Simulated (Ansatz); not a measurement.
# Be10PdCo (Co on 50 % of the Pd sites, one arrangement): which shell does photoemission see at 100 and 1486.7 eV? (PBEsol)

The valence band of Be10PdCo (Co on 50 % of the Pd sites, one arrangement) mixes several shells. Work out by hand which one leads the spectrum's area at each photon energy.

Filled states come from the projected DOS of Ansatz 0.2.0 (PBEsol, plane waves); cross sections σ and asymmetry parameters β are those of free atoms in a Dirac–Hartree–Slater calculation. A shell's area is states × σ × angular factor, which is 1 + β·P₂(cos θ) for linear light, with θ = 10° from the polarisation and P₂ = 0.955.

**At 100 eV** (states counted from 11.8 eV below the zero; other shells add 0.35 to the products' sum of 28.6):

| shell | filled states a cell | cross section (Mb an electron) | β | angular factor | product | share by hand (%) | share in the simulated spectrum (%) |
| --- | --- | --- | --- | --- | --- | --- | --- |
| Be 2s | 24.67 | 0.054 | 2.00 | 2.91 | 3.88 | 14 | 14 |
| Co 3d | 16.66 | 0.794 | 0.75 | 1.72 | 22.7 | 79 | 79 |
| Pd 4d | 19.00 | 0.0335 | 1.72 | 2.64 | 1.68 | 6 | 6 |

**At 1486.7 eV** (states counted from 11.8 eV below the zero; other shells add 0.003 to the products' sum of 0.0916):

| shell | filled states a cell | cross section (Mb an electron) | β | angular factor | product | share by hand (%) | share in the simulated spectrum (%) |
| --- | --- | --- | --- | --- | --- | --- | --- |
| Be 2s | 24.67 | 4.58e-05 | 2.00 | 2.91 | 0.00329 | 4 | 4 |
| Co 3d | 16.66 | 0.000517 | 0.91 | 1.87 | 0.0161 | 18 | 18 |
| Pd 4d | 19.00 | 0.00165 | 1.27 | 2.22 | 0.0693 | 76 | 76 |

Co 3d leads at 100 eV and Pd 4d at 1486.7 eV. Between the two energies σ of Co 3d changes by a factor 6.5e-4 and that of Pd 4d by 0.049, so their ratio moves 76-fold in favour of the second. The simulated spectrum uses the same rule on the energy-resolved DOS, so the two share columns agree within a few points.

Only crystals where the two columns agree within 4 points and the lead is clear are worked in this form. Free-atom cross sections ignore the solid's final states, no escape depth or background enters, and the count of states a shell hangs on the projection.
